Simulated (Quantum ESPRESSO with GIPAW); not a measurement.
# Na3ScF6: NMR parameters from first principles

Wanted: NMR shieldings for each site of Na3ScF6.

Method: DFT, PBEsol, plane-wave PAW (pslibrary 1.0.0 recipes), scalar-relativistic, GIPAW; a patched development version of the program, in Quantum ESPRESSO with GIPAW 8.0dev (patched build).

### Step 1. The structure

It takes space group P2_1/c (No. 14, monoclinic). The conventional cell has a = 5.602 Å, b = 5.803 Å, c = 9.807 Å, α = 90.00°, β = 124.11°, γ = 90.00°. Sc has 6 F at 2.00 to 2.02 Å nearest. Nearest to Na lie 6 F at 2.23 to 2.35 Å. Nearest to Na lie 7 F at 2.30 to 2.76 Å. Nearest to F lie 1 Sc at 2.00 Å and 4 Na at 2.23 to 2.76 Å. Nearest to F lie 1 Sc at 2.02 Å and 3 Na at 2.31 to 2.35 Å. Nearest to F lie 1 Sc at 2.02 Å and 3 Na at 2.31 to 2.58 Å. Farther neighbours and most contacts between anions are not listed.

The cell is an entry of the Crystallography Open Database; it need not be the form that is stable at ambient conditions.

This structure had its atoms relaxed beforehand (DFT, PBEsol, plane-wave PAW (pslibrary 1.0.0 recipes), Quantum ESPRESSO with GIPAW), starting from the database entry, since shieldings follow bond lengths closely.

### Step 2. Ground state

GIPAW is a response on top of the ground state, so the wavefunctions come first. Their errors pass straight into the induced current, hence the tight threshold. No empty states are asked for: the response is solved without them. The mesh has a spacing of 0.39 Å⁻¹ at most. The PAW files were made with ld1.x from the pslibrary 1.0.0 recipes, with GIPAW reconstruction switched on (the recipe of F slightly mended, as the packaged one fails to give a sound file).

Contents of scf.in:

```
&control
  calculation = 'scf'
  prefix = 'x'
  outdir = './tmp/'
  pseudo_dir = './'
/
&system
  ibrav = 0
  nat = 20
  ntyp = 3
  ecutwfc = 75
  ecutrho = 450
  nbnd = 80
/
&electrons
  conv_thr = 1.0d-10
  mixing_beta = 0.7
  electron_maxstep = 100
/
ATOMIC_SPECIES
  Sc 44.956 Sc.pbesol-spn-kjpaw_psl.1.0.0-gipaw.UPF
  Na 22.990 Na.pbesol-spn-kjpaw_psl.1.0.0-gipaw.UPF
  F 18.998 F.pbesol-n-kjpaw_psl.1.0.0-gipaw.UPF
CELL_PARAMETERS angstrom
  5.60160000 0.00000000 0.00000000
  0.00000000 5.80310000 0.00000000
  -5.49955119 0.00000000 8.12035880
ATOMIC_POSITIONS crystal
  Sc 0.00000000 0.50000000 0.50000000
  Sc -0.00000000 0.00000000 -0.00000000
  Na 0.50000000 0.00000000 0.50000000
  Na 0.50000000 0.50000000 0.00000000
  Na 0.27607102 0.44411736 0.26003331
  Na 0.72392898 0.94411736 0.23996669
  Na 0.72392898 0.55588264 0.73996669
  Na 0.27607102 0.05588264 0.76003331
  F 0.65128462 0.67840768 0.44687738
  F 0.34871538 0.17840768 0.05312262
  F 0.34871538 0.32159232 0.55312262
  F 0.65128462 0.82159232 0.94687738
  F 0.89530800 0.56740262 0.27071448
  F 0.10469200 0.06740262 0.22928552
  F 0.10469200 0.43259738 0.72928552
  F 0.89530800 0.93259738 0.77071448
  F 0.24840100 0.78549593 0.57891025
  F 0.75159900 0.28549593 0.92108975
  F 0.75159900 0.21450407 0.42108975
  F 0.24840100 0.71450407 0.07891025
K_POINTS automatic
  4 3 2 1 1 1
```

Launch:

```bash
> mpirun -np 4 pw.x -nk 4 -in scf.in > scf.out
```

The program printed:

```text
using ibrav=0 with symmetry is DISCOURAGED, use correct ibrav instead

     bravais-lattice index     =            0
     lattice parameter (alat)  =      10.5855  a.u.
     unit-cell volume          =    1781.3283 (a.u.)^3
     number of atoms/cell      =           20
     number of atomic types    =            3
     number of electrons       =       160.00
     number of Kohn-Sham states=           80
     kinetic-energy cutoff     =      75.0000  Ry
     charge density cutoff     =     450.0000  Ry
     scf convergence threshold =      1.0E-10
     mixing beta               =       0.7000
     number of iterations used =            8  plain     mixing
     Exchange-correlation= SLA-PW-PSX-PSC
                           (   1   4  10   8   0   0   0)
[...]
Sc               11.00    44.95600     Sc( 1.00)
     Na                9.00    22.99000     Na( 1.00)
     F                 7.00    18.99800     F ( 1.00)

      4 Sym. Ops., with inversion, found ( 2 have fractional translation)
[...]
number of k points=     8
[...]
Dense  grid:   287261 G-vectors     FFT dimensions: (  72,  80, 128)

     Smooth grid:   156263 G-vectors     FFT dimensions: (  60,  64, 108)

     Check: negative core charge=   -0.000003

     Initial potential from superposition of free atoms

     starting charge     159.9566, renormalised to     160.0000
     Starting wfcs are   98 randomized atomic wfcs

     Self-consistent Calculation

     iteration #  1     ecut=    75.00 Ry     beta= 0.70
     Davidson diagonalization with overlap
     ethr =  1.00E-02,  avg # of iterations =  1.0

     total energy              =   -1667.73296146 Ry
     estimated scf accuracy    <       2.53604231 Ry

     iteration #  2     ecut=    75.00 Ry     beta= 0.70
     Davidson diagonalization with overlap
     ethr =  1.59E-03,  avg # of iterations =  6.6

     total energy              =   -1668.63614760 Ry
     estimated scf accuracy    <       2.91535663 Ry

     iteration #  3     ecut=    75.00 Ry     beta= 0.70
     Davidson diagonalization with overlap
     ethr =  1.59E-03,  avg # of iterations =  2.0

     total energy              =   -1668.95425808 Ry
     estimated scf accuracy    <       0.16193046 Ry

[...]
total energy              =   -1669.13622062 Ry
[...]
iteration # 22     ecut=    75.00 Ry     beta= 0.70
     Davidson diagonalization with overlap
     ethr =  1.08E-13,  avg # of iterations =  2.0

     total energy              =   -1669.13622062 Ry
     estimated scf accuracy    <          1.2E-10 Ry

     iteration # 23     ecut=    75.00 Ry     beta= 0.70
     Davidson diagonalization with overlap
     ethr =  1.00E-13,  avg # of iterations =  7.5

     End of self-consistent calculation
     [one-electron energies left out]

!    total energy              =   -1669.13622062 Ry
     total all-electron energy =     -7391.117678 Ry
     estimated scf accuracy    <          4.3E-12 Ry

     The total energy is the sum of the following terms:
     one-electron contribution =    -773.03081639 Ry
     hartree contribution      =     465.95076748 Ry
     xc contribution           =    -235.34275357 Ry
     ewald contribution        =    -795.42112203 Ry
     one-center paw contrib.   =    -331.29229610 Ry

     convergence has been achieved in  23 iterations
[...]
JOB DONE.
```

Wall time 4.5 min (4 MPI ranks of Arm Neoverse V1, shared host); peak memory 2.1 GiB.

It converged in 23 cycles to an estimated accuracy of 4e-12 Ry, on 8 irreducible k-points.

### Step 3. GIPAW: job nmr

A uniform field breaks periodicity, so gipaw.x applies it as a wave of small q and takes the limit. It solves for the first-order states, builds the induced current and gets the field at each nucleus by Biot–Savart; the PAW spheres add what the smooth waves miss near the nuclei. pawproj makes the reconstruction use the PAW data sets' own projectors.

Contents of nmr.in:

```
&inputgipaw
  job = 'nmr'
  prefix = 'x'
  tmp_dir = './tmp/'
  restart_mode = 'from_scratch'
  verbosity = 'low'
  q_gipaw = 0.01
  spline_ps = .true.
  conv_threshold = 1.0d-11
  use_nmr_macroscopic_shape = .false.
  pawproj(1) = .true.
  pawproj(2) = .true.
  pawproj(3) = .true.
/
```

Launch:

```bash
> mpirun -np 4 gipaw.x -in nmr.in > nmr.out
```

The program printed:

```text
[banner, memory and clock lines left out]
[a note of our patched build left out]

     Parallelizing q-star over 1 images

     IMPORTANT: XC functional enforced from input :
     Exchange-correlation= PBESOL
                           (   1   4  10   8   0   0   0)
     Any further DFT definition will be discarded
     Please, verify this is what you really want

     Check: negative core charge=   -0.000003
[...]
alpha_pv=     93.5528 eV

     spline_ps is .false., expect some extrapolation errors

     q-space interpolation up to    90.00 Rydberg

     GIPAW job: nmr
     NMR macroscopic correction: no
[...]
Computing the magnetic susceptibility     isolve=0    ethr=  0.1000E-10
     Starting from scratch
     k-point #    1 of     8      pool #  1    cpu time:       2.1
[...]
End of magnetic susceptibility calculation

     f-sum rule (1st term):
          -129.1490          0.0000          0.0057
             0.0000       -129.1472          0.0000
             0.0056          0.0000       -129.1661

     f-sum rule (2nd term):
            -7.3993          0.0000         -0.0058
             0.0000         -7.3999          0.0000
            -0.0057          0.0000         -7.3822

     f-sum rule (should be  -136.5355):
          -136.5482          0.0000         -0.0001
             0.0000       -136.5470          0.0000
            -0.0001          0.0000       -136.5483

[... susceptibilities left out ...]
     Contributions to the NMR chemical shifts: -------------------------------

     Macroscopic shape contribution in ppm:                    0.00
             0.0000          0.0000          0.0000
             0.0000          0.0000          0.0000
             0.0000          0.0000          0.0000

     Core contribution in ppm:

     Atom  1  Sc  pos: ( -0.490891  0.517986  0.724825)  core sigma:        1336.06
     Atom  2  Sc  pos: (  0.000000  0.000000  0.000000)  core sigma:        1336.06
     Atom  3  Na  pos: (  0.009109  0.000000  0.724825)  core sigma:         376.66
     Atom  4  Na  pos: (  0.500000  0.517986  0.000000)  core sigma:         376.66
     Atom  5  Na  pos: (  0.020775  0.460093  0.376957)  core sigma:         376.66
     Atom  6  Na  pos: (  0.488334  0.978079  0.347868)  core sigma:         376.66
     Atom  7  Na  pos: ( -0.002557  0.575879  1.072693)  core sigma:         376.66
     Atom  8  Na  pos: ( -0.470116  0.057893  1.101782)  core sigma:         376.66
     Atom  9  F   pos: (  0.212548  0.702811  0.647816)  core sigma:         305.83
     Atom 10  F   pos: (  0.296561  0.184825  0.077009)  core sigma:         305.83
     Atom 11  F   pos: ( -0.194331  0.333161  0.801834)  core sigma:         305.83
     Atom 12  F   pos: ( -0.278343  0.851147  1.372641)  core sigma:         305.83
     Atom 13  F   pos: (  0.629525  0.587813  0.392441)  core sigma:         305.83
     Atom 14  F   pos: ( -0.120416  0.069827  0.332384)  core sigma:         305.83
     Atom 15  F   pos: ( -0.611308  0.448159  1.057209)  core sigma:         305.83
     Atom 16  F   pos: (  0.138634  0.966145  1.117266)  core sigma:         305.83
     Atom 17  F   pos: ( -0.319963  0.813752  0.839217)  core sigma:         305.83
     Atom 18  F   pos: ( -0.152711  0.295766  1.335258)  core sigma:         305.83
     Atom 19  F   pos: (  0.338181  0.222220  0.610433)  core sigma:         305.83
     Atom 20  F   pos: (  0.170928  0.740206  0.114392)  core sigma:         305.83

     Bare contribution in ppm:

     Atom  1  Sc  pos: ( -0.490891  0.517986  0.724825)  bare sigma:           6.89
[...]
Atom  2  Sc  pos: (  0.000000  0.000000  0.000000)  bare sigma:           6.89
[...]
Atom  3  Na  pos: (  0.009109  0.000000  0.724825)  bare sigma:         126.67
[...]
Atom  4  Na  pos: (  0.500000  0.517986  0.000000)  bare sigma:         126.67
[...]
Atom  5  Na  pos: (  0.020775  0.460093  0.376957)  bare sigma:         127.27
[...]
Atom  6  Na  pos: (  0.488334  0.978079  0.347868)  bare sigma:         127.27
[...]
Atom  7  Na  pos: ( -0.002557  0.575879  1.072693)  bare sigma:         127.27
[...]
Atom  8  Na  pos: ( -0.470116  0.057893  1.101782)  bare sigma:         127.27
[...]
Atom  9  F   pos: (  0.212548  0.702811  0.647816)  bare sigma:          73.97
[...]
Atom 10  F   pos: (  0.296561  0.184825  0.077009)  bare sigma:          73.97
[...]
Atom 11  F   pos: ( -0.194331  0.333161  0.801834)  bare sigma:          73.97
[...]
Atom 12  F   pos: ( -0.278343  0.851147  1.372641)  bare sigma:          73.97
[...]
Atom 13  F   pos: (  0.629525  0.587813  0.392441)  bare sigma:          75.61
[...]
Atom 14  F   pos: ( -0.120416  0.069827  0.332384)  bare sigma:          75.61
[...]
Atom 15  F   pos: ( -0.611308  0.448159  1.057209)  bare sigma:          75.61
[...]
Atom 16  F   pos: (  0.138634  0.966145  1.117266)  bare sigma:          75.61
[...]
Atom 17  F   pos: ( -0.319963  0.813752  0.839217)  para_oo sigma:           1.88
[...]
Atom 18  F   pos: ( -0.152711  0.295766  1.335258)  para_oo sigma:           1.88
[...]
Atom 19  F   pos: (  0.338181  0.222220  0.610433)  para_oo sigma:           1.88
[...]
Atom 20  F   pos: (  0.170928  0.740206  0.114392)  para_oo sigma:           1.88
[...]
Paramagnetic US L_R Q_R contribution in ppm:

     Atom  1  Sc  pos: ( -0.490891  0.517986  0.724825)  para_lq sigma:        -390.78
[...]
Atom  2  Sc  pos: (  0.000000  0.000000  0.000000)  para_lq sigma:        -390.78
[...]
Atom  3  Na  pos: (  0.009109  0.000000  0.724825)  para_lq sigma:        -661.72
[...]
Atom  4  Na  pos: (  0.500000  0.517986  0.000000)  para_lq sigma:        -661.72
[...]
Atom  5  Na  pos: (  0.020775  0.460093  0.376957)  para_lq sigma:        -661.42
[...]
Atom  6  Na  pos: (  0.488334  0.978079  0.347868)  para_lq sigma:        -661.42
[...]
Atom  7  Na  pos: ( -0.002557  0.575879  1.072693)  para_lq sigma:        -661.42
[...]
Atom  8  Na  pos: ( -0.470116  0.057893  1.101782)  para_lq sigma:        -661.42
[...]
Atom  9  F   pos: (  0.212548  0.702811  0.647816)  para_lq sigma:        -318.92
[...]
Atom 10  F   pos: (  0.296561  0.184825  0.077009)  para_lq sigma:        -318.92
[...]
Atom 11  F   pos: ( -0.194331  0.333161  0.801834)  para_lq sigma:        -318.92
[...]
Atom 12  F   pos: ( -0.278343  0.851147  1.372641)  para_lq sigma:        -318.92
[...]
Atom 13  F   pos: (  0.629525  0.587813  0.392441)  para_lq sigma:        -318.59
[...]
Atom 14  F   pos: ( -0.120416  0.069827  0.332384)  para_lq sigma:        -318.59
[...]
Atom 15  F   pos: ( -0.611308  0.448159  1.057209)  para_lq sigma:        -318.59
[...]
Atom 16  F   pos: (  0.138634  0.966145  1.117266)  para_lq sigma:        -318.59
[...]
Atom 17  F   pos: ( -0.319963  0.813752  0.839217)  para_lq sigma:        -319.83
[...]
Atom 18  F   pos: ( -0.152711  0.295766  1.335258)  para_lq sigma:        -319.83
[...]
Atom 19  F   pos: (  0.338181  0.222220  0.610433)  para_lq sigma:        -319.83
[...]
Atom 20  F   pos: (  0.170928  0.740206  0.114392)  para_lq sigma:        -319.83
[...]
Total NMR chemical shifts in ppm: ---------------------------------------
     (adopting the Simpson convention for anisotropy and asymmetry)-----------

     Atom  1  Sc  pos: ( -0.490891  0.517986  0.724825)  Total sigma:         745.07
           752.0957          3.3674          8.1122
             2.7871        740.5737         -9.2779
             6.8405         -9.3976        742.5398

     Sc      1    anisotropy:    -23.01    eta:    0.4886
[...]
Atom  2  Sc  pos: (  0.000000  0.000000  0.000000)  Total sigma:         745.07
[... its tensor is left out ...]
     Atom  3  Na  pos: (  0.009109  0.000000  0.724825)  Total sigma:         545.55
           545.1249         -5.3318         -4.2883
            -3.2775        550.4313         -3.1405
            -1.7224         -3.7056        541.1068

     Na      3    anisotropy:    -12.15    eta:    0.8544
[...]
Atom  4  Na  pos: (  0.500000  0.517986  0.000000)  Total sigma:         545.55
[... its tensor is left out ...]
     Atom  5  Na  pos: (  0.020775  0.460093  0.376957)  Total sigma:         555.62
           557.0736          6.4332          1.6694
             6.4882        559.7331         -0.1225
            -0.3242          0.9194        550.0433

     Na      5    anisotropy:     14.13    eta:    0.1995
[...]
Atom  6  Na  pos: (  0.488334  0.978079  0.347868)  Total sigma:         555.62
[... its tensor is left out ...]
     Atom  7  Na  pos: ( -0.002557  0.575879  1.072693)  Total sigma:         555.62
[... its tensor is left out ...]
     Atom  8  Na  pos: ( -0.470116  0.057893  1.101782)  Total sigma:         555.62
[... its tensor is left out ...]
     Atom  9  F   pos: (  0.212548  0.702811  0.647816)  Total sigma:         205.37
           289.8086       -108.4890         40.1118
          -107.6600        188.1824        -24.5877
            41.4459        -24.4387        138.1153

     F       9    anisotropy:    244.32    eta:    0.0553
[...]
Atom 10  F   pos: (  0.296561  0.184825  0.077009)  Total sigma:         205.37
[... its tensor is left out ...]
     Atom 11  F   pos: ( -0.194331  0.333161  0.801834)  Total sigma:         205.37
[... its tensor is left out ...]
     Atom 12  F   pos: ( -0.278343  0.851147  1.372641)  Total sigma:         205.37
[... its tensor is left out ...]
     Atom 13  F   pos: (  0.629525  0.587813  0.392441)  Total sigma:         214.17
           159.4445         13.5487        -74.3985
            13.0509        147.6225        -42.3990
           -72.5669        -40.5669        335.4400

     F      13    anisotropy:    234.63    eta:    0.0454
[...]
Atom 14  F   pos: ( -0.120416  0.069827  0.332384)  Total sigma:         214.17
[... its tensor is left out ...]
     Atom 15  F   pos: ( -0.611308  0.448159  1.057209)  Total sigma:         214.17
[... its tensor is left out ...]
     Atom 16  F   pos: (  0.138634  0.966145  1.117266)  Total sigma:         214.17
[... its tensor is left out ...]
     Atom 17  F   pos: ( -0.319963  0.813752  0.839217)  Total sigma:         212.29
           182.3501         94.7831         36.0366
            94.7592        295.0093         64.7589
            36.4149         64.7041        159.5097

     F      17    anisotropy:    243.34    eta:    0.0344
[...]
Atom 18  F   pos: ( -0.152711  0.295766  1.335258)  Total sigma:         212.29
[... its tensor is left out ...]
     Atom 19  F   pos: (  0.338181  0.222220  0.610433)  Total sigma:         212.29
[... its tensor is left out ...]
     Atom 20  F   pos: (  0.170928  0.740206  0.114392)  Total sigma:         212.29
[... its tensor is left out ...]
```

The job ended after 57 min (4 MPI ranks; peak memory 1.5 GiB; 3.8 h of CPU time).

[end of part 1 of 2]

[Banner, clock, file and message-heading lines were taken out of the pw.x and gipaw.x logs.]

[Logs are printed without paths, hosts, clocks, repeated set-up lines and the standing remarks that a program may print on its own settings, such as how far it seeks lower states.]

[Hosts, paths, dates, database ids (printed as entryN), source tags and the programs' standing remarks are cut or masked in the printed files.]

[Where no reference line passes its bar on scatter, no shift is given, so a measured shift of this compound may stand uncompared.]
